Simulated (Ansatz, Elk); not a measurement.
# How far do independent atoms describe Mg3W?, part 2 of 2

The structure of Mg3W used here is made up (a known structure type with other elements) and was relaxed beforehand with PBE. The aim is the Fourier transform of its all-electron density, F(hkl), set beside the sum over free spherical atoms that refinements use.

Elk 11.2.3 (patched build); all-electron DFT.

So far: Set-up; Ground state and structure factors; The highest occupied states alone.

The structure was built from a prototype and need not be the compound's stable phase.

## (4) Another functional

Level of this step: DFT, PBEsol, all-electron APW+lo, Dirac cores, scalar-relativistic bands, static density, no spin (Elk).

The difference from free atoms is small, so it is set against the change that PBEsol makes.

Contents of elk.in:

```
tasks
  0
  195

xctype
  22

spinpol
  .false.

rgkmax
  7.0

gmaxvr
  14.0

lmaxo
  7

lmaxapw
  8

swidth
  0.002

tshift
  .false.

ramdisk
  .false.

hmaxvr
  5.5

maxscl
  120

epspot
  1e-06

sppath
  './'

avec
  7.93198671822 0.00000000000 0.00000000000
  0.00000000000 7.93198671822 0.00000000000
  0.00000000000 0.00000000000 7.93198671822

atoms
  2
  'W.in'
  1
  0.0000000000 -0.0000000000 0.0000000000   0.000000 0.000000 0.000000
  'Mg.in'
  3
  0.5000000000 0.5000000000 -0.0000000000   0.000000 0.000000 0.000000
  0.5000000000 -0.0000000000 0.5000000000   0.000000 0.000000 0.000000
  0.0000000000 0.5000000000 0.5000000000   0.000000 0.000000 0.000000

ngridk
  5 5 5
```

Launch:

```
OMP_NUM_THREADS=4 elk
```

Numbers of over 12 decimals in the logs are rounded to 6 here.

The log of the run:

```text
┌─────────────────────────┐
│ Elk code version 11.2.3 │
└─────────────────────────┘

All units are atomic (Hartree, Bohr, etc.)

┌─────────────────────────────────────────────────┐
│ Ground-state run starting from atomic densities │
└─────────────────────────────────────────────────┘

Lattice vectors :
   7.931986718       0.000000000       0.000000000
   0.000000000       7.931986718       0.000000000
   0.000000000       0.000000000       7.931986718

Reciprocal lattice vectors :
  0.7921326057       0.000000000       0.000000000
[...]
valence                     :    58.00000000
 interstitial                :    5.622667552
 muffin-tins (core leakage)
  species : 1 (W)
[...]
species : 2 (Mg)
[...]
atom 2                    :    10.58697785     ( -0.9828258563E-07)
   atom 3                    :    10.58697785     ( -0.9828258563E-07)
 total in muffin-tins        :    104.3773324
 total calculated charge     :    109.9999482
 total charge                :    110.0000000
 error                       :   0.5179154284E-04

┌──────────────────────────────┐
│ Self-consistent loop stopped │
└──────────────────────────────┘

Wrote STATE.OUT
[key lines of the parts left out:]
total energy                :     -16761.028791967
```

Wall time 10 s (4 threads of Intel Xeon 6975P-C (Granite Rapids), shared host); peak memory 0.2 GiB; 21 s of CPU time.

Against the first run R = 0.01 %; the largest change is -0.024 at 220.

## (5) Basis size

A smaller basis shows how fast F responds to it; the change is likely larger than the basis error of the first run, but doesn't show convergence.

Edit elk.in of step 4 so:

```diff
@@ -5,3 +5,3 @@
 xctype
-  22
+  20
 
@@ -11,3 +11,3 @@
 rgkmax
-  7.0
+  5.5
```

Launch:

```
OMP_NUM_THREADS=4 elk
```

The log of the run:

```text
┌─────────────────────────┐
│ Elk code version 11.2.3 │
└─────────────────────────┘

All units are atomic (Hartree, Bohr, etc.)

┌─────────────────────────────────────────────────┐
│ Ground-state run starting from atomic densities │
└─────────────────────────────────────────────────┘

Lattice vectors :
   7.931986718       0.000000000       0.000000000
   0.000000000       7.931986718       0.000000000
   0.000000000       0.000000000       7.931986718

Reciprocal lattice vectors :
  0.7921326057       0.000000000       0.000000000
[...]
valence                     :    58.00000000
 interstitial                :    5.676767968
 muffin-tins (core leakage)
  species : 1 (W)
[...]
species : 2 (Mg)
[...]
atom 2                    :    10.58344434     ( -0.9828258518E-07)
   atom 3                    :    10.58344434     ( -0.9828258518E-07)
 total in muffin-tins        :    104.3232320
 total calculated charge     :    110.0001658
 total charge                :    110.0000000
 error                       :   0.1658378931E-03

┌──────────────────────────────┐
│ Self-consistent loop stopped │
└──────────────────────────────┘

Wrote STATE.OUT
[key lines of the parts left out:]
total energy                :     -16767.028241660
```

It took 9 s on 4 threads; peak memory 0.19 GiB.

Against the first run R = 0.01 %; the largest change is +0.025 at 220.

## (6) Basis size

The basis and the expansions that go with it are enlarged, to see whether the differences are converged.

Edit elk.in of step 5 so:

```diff
@@ -11,12 +11,12 @@
 rgkmax
-  5.5
+  8.5
 
 gmaxvr
-  14.0
+  18.0
 
 lmaxo
-  7
+  9
 
 lmaxapw
-  8
+  10
```

Launch:

```
OMP_NUM_THREADS=4 elk
```

The log of the run:

```text
┌─────────────────────────┐
│ Elk code version 11.2.3 │
└─────────────────────────┘

All units are atomic (Hartree, Bohr, etc.)

┌─────────────────────────────────────────────────┐
│ Ground-state run starting from atomic densities │
└─────────────────────────────────────────────────┘

Lattice vectors :
   7.931986718       0.000000000       0.000000000
   0.000000000       7.931986718       0.000000000
   0.000000000       0.000000000       7.931986718

Reciprocal lattice vectors :
  0.7921326057       0.000000000       0.000000000
[...]
valence                     :    58.00000000
 interstitial                :    5.630465763
 muffin-tins (core leakage)
  species : 1 (W)
[...]
species : 2 (Mg)
[...]
atom 2                    :    10.58770795     ( -0.9828258696E-07)
   atom 3                    :    10.58770795     ( -0.9828258696E-07)
 total in muffin-tins        :    104.3695342
 total calculated charge     :    110.0000185
 total charge                :    110.0000000
 error                       :   0.1854429172E-04

┌──────────────────────────────┐
│ Self-consistent loop stopped │
└──────────────────────────────┘

Wrote STATE.OUT
[key lines of the parts left out:]
total energy                :     -16767.067573920
```

The job ended after 21 s (4 threads; peak memory 0.34 GiB; 41 s of CPU time).

Against the first run R = 0.00 %; the largest change is -0.003 at 400.

## (7) Settings against the effect

```
                              run  R against the first run (%)  R against neutral atoms, low angle (%)  wall time
                    PBE, rgkmax 7                         0.00                                    0.28       11 s
                           PBEsol                         0.01                                    0.29       10 s
                       rgkmax 5.5                         0.01                                    0.29        9 s
rgkmax 8.5 with larger expansions                         0.00                                    0.28       21 s
```

## (8) Results

```json
{
 "R against neutral atoms, sin θ/λ < 0.3 Å⁻¹": "0.28 %",
 "R against neutral atoms, 0.3 to 0.83 Å⁻¹": "0.19 %"
}
```

What this shows: Independent neutral atoms miss the calculated amplitudes by R = 0.28 % below 0.3 Å⁻¹ and 0.19 % from there to 0.83 Å⁻¹; by shells, 0.20 % below 0.15 Å⁻¹ (1 form), 0.29 % 0.15 to 0.3 (5 forms), 0.10 % 0.3 to 0.45 (8 forms), 0.21 % above 0.45 (41 forms). Bonding, aspherical density and the tables' own atoms all enter these figures, and the runs don't part them. The largest change of an amplitude is -0.47 electrons, at 200. The window's part falls from 12.0 electrons at the origin to at most 0.20 between 0.45 and 0.83 Å⁻¹. Below 0.3 Å⁻¹ the changes that finished (PBEsol, rgkmax 5.5 and rgkmax 8.5 with larger expansions) move F by R = 0.01 % at most, against the 0.28 % that separates it from free atoms. The k-mesh has no finished test. These runs have no spin, though d or f shells may be open. Spin-orbit coupling is left out, which can matter for elements this heavy. Part of the difference isn't bonding: the tables are fits to free atoms and ions calculated by other methods than this functional. Thermal motion, anomalous dispersion and extinction are left out.

[Logs are printed without paths, hosts, clocks, repeated set-up lines and the standing remarks that a program may print on its own settings, such as how far it seeks lower states.]

[Hosts, paths, dates, database ids (printed as entryN), source tags and the programs' standing remarks are cut or masked in the printed files.]
